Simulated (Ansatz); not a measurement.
Consider KAuF3 (cubic perovskite) (Pm-3m).

The structure was built from a prototype and need not be the compound's stable phase.

The structure is cubic, space group Pm-3m (No. 221). Conventional cell: a = 4.328 Å, b = 4.328 Å, c = 4.328 Å, α = 90.00°, β = 90.00°, γ = 90.00°. Nearest to K lie 12 F at 3.06 Å. Nearest to Au lie 6 F at 2.16 Å. Nearest to F lie 2 Au at 2.16 Å and 4 K at 3.06 Å. Farther neighbours and most contacts between anions are not listed.

```xyz
5
Lattice="0.0000 -4.3278 0.0000 0.0000 0.0000 4.3278 -4.3278 0.0000 0.0000" Properties=species:S:1:pos:R:3 pbc="T T T"
K     0.0000    0.0000    0.0000
Au   -2.1639   -2.1639    2.1639
F     0.0000   -2.1639    2.1639
F    -2.1639   -2.1639    0.0000
F    -2.1639    0.0000    2.1639
```

The structure was relaxed with LDA. The structure type comes from a generator and need not be one that this composition takes. The structure was generated from a model, not taken from a measurement. The runs that relaxed it are not among those shown. The program's search for lower electronic states was switched off, so nothing shows that the state found is the lowest. Spin-orbit coupling is left out unless a run names it. PAW set soft_2, made with PBE.

A constrained-RPA run (Ansatz 0.2.0; non-magnetic LDA; Au d, bands v5 to v1, 4×4×4 mesh, medium accuracy) builds 5 functions on bands 4.3 eV wide, with 9.0 electrons in the window. The bare on-site interaction is 12.7 eV and the bare J 0.43 eV.

Question: What U and J survive the screening?

On the Au d shell, U = 4.66 eV (37 % of the bare value), U′ = 3.98 eV, J = 0.31 eV.

The parent state is non-magnetic and the interaction static (zero frequency); U depends on the window and the orbitals, so it belongs to this model alone. Spin-orbit coupling, which is strong for atoms this heavy, is left out.

[Paths, hosts, dates, memory and timing lines, banners, echoed tables and standing remarks are left out of the program output.]

[Logs are printed without paths, hosts, clocks, repeated set-up lines and the standing remarks that a program may print on its own settings, such as how far it seeks lower states.]

[Runs of the session that timed out or met a known fault of the program may be left out.]

[Hosts, paths, dates, database ids (printed as entryN), source tags and the programs' standing remarks are cut or masked in the printed files.]
